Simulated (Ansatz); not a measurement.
# CrSi2As4 monolayer in a perpendicular field, part 3 of 3

What dipole does a perpendicular field induce in the CrSi2As4 monolayer? A positive field points along +c.

Ansatz 0.2.0; plane-wave DFT, PBE-D3(BJ), Ansatz PAW.

So far, work function, upper face (eV): step 3 (atoms held, field 0) 4.66.

## 5. Atoms held, field -0.1 V/Å

Contents of input.yaml:

```yaml
crystal:
  lattice:
    - [3.6019758111, 0.0, 0.0]
    - [-1.8009879055, 3.1194025562, 0.0]
    - [0.0, 0.0, 27.722654852]
  atoms:
    - { symbol: As, position: [0.0, 0.0, 0.3246442322], spin: -0.01 }
    - { symbol: Si, position: [0.3333333333, 0.6666666667, 0.3649447958], spin: 0.01 }
    - { symbol: As, position: [0.3333333333, 0.6666666667, 0.4500150281], spin: -0.1 }
    - { symbol: Cr, position: [0.0, 0.0, 0.5], spin: 2.03 }
    - { symbol: As, position: [0.3333333333, 0.6666666667, 0.5499849719], spin: -0.1 }
    - { symbol: Si, position: [0.3333333333, 0.6666666667, 0.6350552042], spin: 0.01 }
    - { symbol: As, position: [0.0, 0.0, 0.6753557678], spin: -0.01 }
magnetization:
  spin_polarized: true
kpoints:
  mp_grid: { grid: [18, 18, 1] }
  band_path:
    path: [[0, 0, 0], [0.5, 0, 0], [0.33333333, 0.33333333, 0], [0, 0, 0]]
    npoints: 16
hamiltonian:
  xc: pbe
  dispersion: d3bj
scf:
  occupations: { method: fermi_dirac, width: 0.02585 }
  convergence: { dr2_threshold: 1.0e-10 }
efield:
  axis: 3
  dipole_correction: true
  ramp_position: 0.97
  ramp_width: 0.06
  amplitude: -0.1
output:
  write_potential: true
  write_density: true
  volumetric_format: npy
```

Started as:

```bash
> ansatz run input.yaml --threads 4 --pin off --max-ram 6144MiB --backend cpu --events-out ev --progress --plain --runs-dir out
```

Numbers of over 12 decimals in the logs are rounded to 6 here.

Output:

```text
[...]
Crystal: 7 atoms, lattice volume = 311.492 Å³
Basis set: ecut = 420 eV, 5997 PW (Γ)
Bands: 51, of which v1, the nominal top of the filled ones, is band 41 counted from 1 (40 counted from 0)
Symmetry: 6 space group operations
k-points: 37 of 324 (time reversal used)
[...]
Starting moments: Σ|m| = 2.27 μB on 7 of 7 sites
[...]
k-point 0 ↑: bands = [... 37 lower, 0.9533, 0.9533, 1.0047, 1.0047, 3.9860, 3.9860, 4.0390, 4.0893, ... 6 higher]
  k-point 1 ↑: bands = [... 37 lower, 0.7885, 0.8282, 0.8621, 0.9180, 3.7459, 3.8902, 3.9457, 4.1335, ... 6 higher]
  k-point 2 ↑: bands = [... 37 lower, 0.6283, 0.7030, 0.7219, 0.8189, 3.2706, 3.4773, 3.7875, 4.2271, ... 6 higher]
  k-point 36 ↓: bands = [... 37 lower, -0.8390, -0.0801, 0.5877, 2.5279, 3.1194, 3.2192, 3.2786, 3.5236, ... 6 higher]
[key lines of the parts left out:]
SCF converged after 2 iterations
Magnetization: 1.9381 μB (41.9691 up, 40.0309 down)
Free energy (F): -24076.599308 eV
Fermi energy:    1.810631 eV
Dipole field:    D = -0.042751 V/Å  (p = -0.073591 e·Å, saw-weighted, corrected)
```

It took 4.4 min on 4 threads of Intel Xeon Platinum 8488C (Sapphire Rapids), shared host; peak memory 2.5 GiB.

The dipole is -0.0736 e·Å.

## 6. Response, atoms held

This step: plane-wave DFT, PBE-D3(BJ), Ansatz PAW; response to a field along the normal, atoms held (Ansatz 0.2.0).

The dipoles give the slope, and the difference of two potentials shows where the field is screened.

Numbers from this step:

```yaml
equivalent_conductor_thickness_p_eps_0ae: 11.85 Å
distance_between_the_outer_atoms: 9.723 Å
```

The dipole of the cell by applied field:

```csv
applied field (V/Å),dipole of the cell (e·Å)
-0.1000,-0.0736
0.0000,0
0.1000,0.0736
```

The total moment stays at 1.94 μB for applied field from -0.1 to 0.1 V/Å.

Local field over the applied field, running mean. From the potentials at -0.1 and 0.1 V/Å; running mean over 2.5 Å. The local field over applied field by z:

z (Å), local field over applied field and a bar:
```
      4.5      0.998 ##############################
      5.0      0.994 ##############################
      5.5      0.982 #############################
      6.0      0.952 #############################
      6.5      0.885 ###########################
      7.0      0.760 #######################
      7.5      0.592 ##################
      8.0      0.413 ############
      8.5      0.241 #######
      9.0      0.111 ###
      9.5      0.056 #
     10.0      0.048 #
     10.5      0.053 #
     11.0      0.068 #
     11.5      0.070 ##
     12.0      0.049 #
     12.5      0.037 #
     13.0      0.035 
     13.5      0.023 
     14.0      0.019 
     14.5      0.031 
     15.0      0.037 #
     15.5      0.042 #
     16.0      0.062 #
     16.5      0.072 ##
     17.0      0.059 #
     17.5      0.049 #
     18.0      0.050 #
     18.5      0.077 ##
     19.0      0.175 #####
     19.5      0.335 ##########
     20.0      0.513 ###############
     20.5      0.689 #####################
     21.0      0.837 #########################
     21.5      0.929 ############################
     22.0      0.972 #############################
     22.5      0.990 ##############################
     23.0      0.996 ##############################
     23.5      0.999 ##############################
```

The induced electron density oscillates, so the rows of the table below give means over windows of 0.5 Å about each position, cut where the curve ends. Its maxima inside the range that stand out by 2 % of the span (Å: e/Å³ per V/Å): 7.94: 0.00358, 11.12: 4.9e-4, 12.42: 8.1e-4, 14.44: 8.5e-4, 16.03: 1.2e-4, 17.47: 0.00135. Its minima: 10.25: -0.00135, 11.70: -1.2e-4, 13.28: -8.5e-4, 15.31: -8.1e-4, 16.60: -4.9e-4, 19.78: -0.00358.

Electrons, planar mean, per unit field. Table of induced electron density by z; means over each step:

z (Å), induced electron density (e/Å³ per V/Å) and a bar from the least value:
```
      4.5    0.00001 ###############
      5.0    0.00003 ###############
      5.5    0.00009 ###############
      6.0    0.00024 ################
      6.5    0.00062 ##################
      7.0    0.00146 ######################
      7.5    0.00280 ############################
      8.0    0.00333 ##############################
      8.5    0.00158 ######################
      9.0    0.00069 ##################
      9.5    0.00047 #################
     10.0   -0.00086 ###########
     10.5   -0.00069 ############
     11.0    0.00039 #################
     11.5    0.00010 ###############
     12.0    0.00026 ################
     12.5    0.00065 ##################
     13.0   -0.00022 ##############
     13.5   -0.00063 ############
     14.0    0.00027 ################
     14.5    0.00063 ##################
     15.0   -0.00037 #############
     15.5   -0.00061 ############
     16.0    0.00002 ###############
     16.5   -0.00037 #############
     17.0    0.00007 ###############
     17.5    0.00115 ####################
     18.0    0.00000 ###############
     18.5   -0.00063 ############
     19.0   -0.00097 ##########
     19.5   -0.00272 ###
     20.0   -0.00328 
     20.5   -0.00202 ######
     21.0   -0.00093 ###########
     21.5   -0.00037 #############
     22.0   -0.00014 ##############
     22.5   -0.00005 ###############
     23.0   -0.00002 ###############
     23.5   -0.00001 ###############
```

By hand: between -0.1 and 0.1 V/Å the dipole changes by 0.1472 e·Å, a slope of 0.7359 e·Å²/V. A perfect conductor of thickness t has p = ε₀AEt, so t = 180.95 × 0.7359 / 11.236 = 11.85 Å (e/ε₀ = 180.95 V·Å, A in Å²).

The induced dipole is that of a conductor 11.85 Å thick.

## 7. Outcome

- gap without field: none
- work function, upper face: 4.66 eV
- equivalent conductor thickness, atoms held: 11.9 Å

In words: The induced dipole equals that of a perfect conductor 11.85 Å thick, while the outer atoms lie 9.72 Å apart. There is no gap over 0.03 eV, with or without the field. For an open d or f shell that can be the fault of a semilocal functional without a Hubbard term. The magnetic order is the one reached from the typed start; other orders were not compared. Spin-orbit coupling is left out. The outer anions sit over the metal atoms, one of several polytypes of such layers and not the lowest for every compound.

[Logs are printed without paths, hosts, clocks, repeated set-up lines and the standing remarks that a program may print on its own settings, such as how far it seeks lower states.]

[Hosts, paths, dates, database ids (printed as entryN), source tags and the programs' standing remarks are cut or masked in the printed files.]

[Maps of the electrostatic potential energy from Ansatz leave out the sawtooth potential of an applied field or a dipole correction, so their vacuum need not be flat; planar profiles and work functions include it.]
